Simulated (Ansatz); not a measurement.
# linear Ag chain: period, moment and channels by functional, part 2 of 2

How many channels does the linear Ag chain carry, and how sure is the answer?

Ansatz 0.2.0; DFT PBE, plane waves, PAW; relaxation of a chain's period (the session's first sound run).

So far, conductance of the lead as this run defines it (G₀): 1.000 in steps 3, 5 and 7.

**9. The wire at its relaxed period, level r2SCAN, cutoff 500 eV**

This step: DFT r2SCAN, plane waves, PAW; channels and complex bands of a perfect chain (Ansatz 0.2.0).

The channels are counted again under r2SCAN, at the period that it gave. Its window is narrower, to save time.

input.yaml

```yaml
crystal:
  lattice:
    - [7.5, 0.0, 0.0]
    - [0.0, 7.5, 0.0]
    - [0.0, 0.0, 2.609194865]
  atoms:
    - { symbol: Ag, position: [0.5, 0.5, 0.0] }
kpoints:
  mp_grid: { grid: [1, 1, 31] }
  band_path: { path: ["Γ", Z], npoints: 60 }
scf:
  occupations: { method: fermi_dirac, width: 0.05 }
hamiltonian:
  xc: r2scan
output:
  transmission:
    e_range: [-0.7, 0.7]
    de: 0.035
    kmesh: [1, 1]
    reduced_basis: true
    leads: [[0, 0]]
  dos: { projected: true, e_range: [-6, 4] }
```

Launch:

```
> ansatz run input.yaml --threads 4 --pin off --max-ram 8192MiB --backend cpu --events-out ev --progress --plain --runs-dir out
```

It took 10 s on 4 threads of Arm Neoverse V1, shared host; peak memory 0.74 GiB.

At the computed energy nearest the Fermi level there are 1 channel a spin, and the thermal average gives 1.000 G₀.

**10. Side by side**

Times are for 4 threads of Arm Neoverse V1, shared host. Results by setting:

| no. | level | conductance of the lead as this run defines it (G₀) | time | memory (GiB) |
| --- | --- | --- | --- | --- |
| 1 | PBE | 1.0000 | 9.8 s | 0.47 |
| 2 | RPBE | 1.0000 | 9.3 s | 0.46 |
| 3 | PBEsol | 1.0000 | 8.9 s | 0.45 |
| 4 | r2SCAN | 1.0000 | 10 s | 0.74 |

**11. Relaxation of atoms and period, cutoff 1115.67 eV**

This step: DFT PBE, plane waves, norm-conserving; relaxation of a chain's period (Ansatz 0.2.0).

The same functional on other atomic datasets tests how far the result hangs on the treatment of the cores. Against the first PBE run of this kind, the cutoff is 1115.67 eV against 420.

input.yaml

```yaml
crystal:
  lattice:
    - [7.5, 0.0, 0.0]
    - [0.0, 7.5, 0.0]
    - [0.0, 0.0, 2.697]
  atoms:
    - { symbol: Ag, position: [0.5, 0.5, 0.0], spin: 0.5 }
magnetization:
  spin_polarized: true
kpoints:
  mp_grid: { grid: [1, 1, 30] }
scf:
  occupations: { method: fermi_dirac, width: 0.05 }
hamiltonian:
  xc: pbe
  pseudopotentials: { kind: nc, accuracy: standard }
relax:
  cell: { fix: [a, b, alpha, beta, gamma] }
  max_steps: 60
```

The job ended after 18 s (4 threads; peak memory 0.8 GiB).

The cell's length comes to 2.655 Å, +0.1 % against the first run, with no moment.

**12. The relaxed wire**

This step: DFT PBE, plane waves, PAW; relaxation of a chain's period (Ansatz 0.2.0).

No moment formed, so a run without spin should agree; this checks it and saves time.

input.yaml, the sections that differ from step 11:

```yaml
crystal:
  lattice:
    - [7.5, 0.0, 0.0]
    - [0.0, 7.5, 0.0]
    - [0.0, 0.0, 2.697]
  atoms:
    - { symbol: Ag, position: [0.5, 0.5, 0.0] }
hamiltonian:
  xc: pbe
# kpoints, scf, relax: as in step 11
# magnetization: removed
```

Elapsed: 2.2 s, on 4 threads; peak memory 0.37 GiB.

The cell's length comes to 2.653 Å, +0.0 % against the first run, with spin left out.

**13. The series together**

Times are for 4 threads of Arm Neoverse V1, shared host. Results by setting:

```
no.          level  cell length along the wire (Å)   time  memory (GiB)
  1            PBE                           2.653  5.7 s           0.4
  2           RPBE                           2.711  4.8 s           0.4
  3         PBEsol                           2.596  6.4 s           0.4
  4         r2SCAN                           2.609   22 s          0.72
  5  PBE, NC files                           2.655   18 s           0.8
  6   PBE, no spin                           2.653  2.2 s          0.37
```

**14. Two-component spinors**

This step: DFT PBE, plane waves, fully relativistic PAW; channels of a perfect chain with spin-orbit coupling (Ansatz 0.2.0).

Spin-orbit coupling mixes the spins and splits bands that cross or touch without it, so it can open or close channels. Fully relativistic datasets take the place of the scalar ones. The window is narrow, since spinor matrices are twice as large.

input.yaml

```yaml
crystal:
  lattice:
    - [7.5, 0.0, 0.0]
    - [0.0, 7.5, 0.0]
    - [0.0, 0.0, 2.6531019522]
  atoms:
    - { symbol: Ag, position: [0.5, 0.5, 0.0] }
kpoints:
  mp_grid: { grid: [1, 1, 31] }
  band_path: { path: ["Γ", Z], npoints: 60 }
scf:
  occupations: { method: fermi_dirac, width: 0.05 }
hamiltonian:
  xc: pbe
  pseudopotentials: { kind: paw_fr }
output:
  transmission:
    e_range: [-0.42, 0.42]
    de: 0.035
    kmesh: [1, 1]
    reduced_basis: false
    leads: [[0, 0]]
magnetization:
  noncollinear: true
  spin_orbit: true
```

Elapsed: 4.3 min, on 4 threads; peak memory 4.9 GiB.

Numbers from this step:

```yaml
energy_at_zero_smearing: -7591.5575 eV
channels_at_the_energy_nearest_the_fermi_level_both_spins: 2
```

The open channels of the lead, both spins stays at 2 for energy from -0.42 to 0.42 eV.

The slowest values at each energy, most degenerate partners merged, listed up to 1.5 1/Å. Table of Im kz of the slowest decaying states by energy, zero at the Fermi level:

```csv
energy (eV),decay 1 (Å⁻¹),decay 2 (Å⁻¹),decay 3 (Å⁻¹),decay 4 (Å⁻¹)
-0.420,0.463,0.487,0.563,1.14
-0.385,0.466,0.490,0.571,1.15
-0.350,0.469,0.492,0.578,1.15
-0.315,0.471,0.494,0.584,1.16
-0.280,0.474,0.495,0.591,1.16
-0.245,0.476,0.497,0.598,1.17
-0.210,0.479,0.499,0.604,1.17
-0.175,0.481,0.500,0.610,1.16
-0.140,0.483,0.502,0.617,1.16
-0.105,0.485,0.503,0.623,1.16
-0.070,0.487,0.504,0.629,1.15
-0.035,0.489,0.506,0.635,1.15
0.000,0.491,0.507,0.641,1.14
0.035,0.492,0.508,0.646,1.14
0.070,0.494,0.508,0.652,1.13
0.105,0.495,0.509,0.657,1.13
0.140,0.496,0.510,0.663,1.13
0.175,0.498,0.510,0.668,1.12
0.210,0.499,0.511,0.673,1.12
0.245,0.500,0.511,0.679,1.11
0.280,0.501,0.512,0.684,1.11
0.315,0.501,0.512,0.689,1.10
0.350,0.502,0.512,0.694,1.10
0.385,0.503,0.512,0.698,1.10
0.420,0.503,0.512,0.703,1.09
```

The electronic bands at the labelled points (eV, zero at the Fermi level):

```csv
point,band 13,band 14,band 15,band 16,band 17,band 18,band 19,band 20
Γ,-2.62,-2.62,-2.07,-2.07,-1.79,-1.79,-1.12,-1.12
halfway,-2.83,-2.83,-2.63,-2.63,-2.45,-2.45,-0.03,-0.03
Z,-2.69,-2.69,-2.28,-2.28,-1.73,-1.73,3.85,3.85
```

At the computed energy nearest the Fermi level there are 2 spinor channels, and the thermal average gives 1.000 G₀.

**15. The same system on other settings**

This step: DFT PBE, plane waves, PAW; channels and complex bands of a perfect chain; changed: output.transmission.e_range = [1, -1], scf.max_iter = 100 (Ansatz 0.2.0).

The input of the run on the perfect lead (PBE) is made doubtful on purpose. The ELF is not written this time.

input.yaml, the sections that differ from step 14:

```yaml
scf:
  occupations: { method: fermi_dirac, width: 0.05 }
  max_iter: 100
hamiltonian:
  xc: pbe
output:
  transmission:
    e_range: [1, -1]
    de: 0.035
    kmesh: [1, 1]
    reduced_basis: true
    leads: [[0, 0]]
  dos: { projected: true, e_range: [-6, 4] }
  write_potential: true
  write_density: true
  volumetric_format: npy
# crystal, kpoints: as in step 14
# magnetization: removed
```

It took 0.04 s on 4 threads; peak memory 0.07 GiB.

The input was rejected at the start.

The program's message: “Error: invalid value for `output.transmission.e_range`: [1, -1] eV must be finite with min < max”

The change that led to it: output.transmission.e_range = [1, -1].

**16. A varied input: crystal.symmetry = {"detect": false}**

This step: DFT PBE, plane waves, PAW; channels and complex bands of a perfect chain; changed: crystal.symmetry = {"detect": false} (Ansatz 0.2.0).

The atoms of the run on the perfect lead (PBE) are kept and the input is varied, to see whether the result depends on it. The ELF is not written this time.

Edit input.yaml of step 15 so:

```diff
@@ -7,2 +7,3 @@
     - { symbol: Ag, position: [0.5, 0.5, 0.0] }
+  symmetry: { detect: false }
 kpoints:
@@ -12,3 +13,2 @@
   occupations: { method: fermi_dirac, width: 0.05 }
-  max_iter: 100
 hamiltonian:
@@ -17,3 +17,3 @@
   transmission:
-    e_range: [1, -1]
+    e_range: [-2, 2]
     de: 0.035
```

It took 12 s on 4 threads; peak memory 0.39 GiB; 42 s of CPU time.

This step gave:

| Item | Value |
| --- | --- |
| energy at zero smearing | -7589.2159 eV |

It took 12 s against 9.8 s for the run it varies, and the conductance is 1.000 G₀ against 1.000 G₀.

The channels at the energy nearest the Fermi level, one spin and conductance of the lead as this run defines it stay within 0.2 % plus 0.001 of the run it varies.

**17. What came out**

```json
{"cell length, PBE": "2.653 Å", "cell length, RPBE": "2.711 Å", "cell length, PBEsol": "2.596 Å", "cell length, r2SCAN": "2.609 Å", "cell length, PBE, NC files": "2.655 Å", "cell length, PBE, no spin": "2.653 Å", "conductance, PBE": "1.000 G₀", "conductance, RPBE": "1.000 G₀", "conductance, PBEsol": "1.000 G₀", "conductance, r2SCAN": "1.000 G₀", "conductance, with spin-orbit coupling": "1.000 G₀"}
```

**Reading.** Under PBE the cell's length is 2.65 Å, no moment survives, and it is a metal with 1 channel a spin next to the Fermi level, 1.000 G₀ at 300 K. The cell's length spans 4.4 % over the functionals, shortest under PBEsol and longest under RPBE. A perfect wire passes every open channel, so the conductance counts half a G₀ for each forward-moving state at the Fermi level, spin by spin. Transport is coherent and elastic here: the atoms are frozen, so scattering by vibrations plays no part. The lead's cell of one atom keeps the chain straight and evenly spaced; a zigzag or dimerised form may lie lower.

[Logs are printed without paths, hosts, clocks, repeated set-up lines and the standing remarks that a program may print on its own settings, such as how far it seeks lower states.]

[Hosts, paths, dates, database ids (printed as entryN), source tags and the programs' standing remarks are cut or masked in the printed files.]
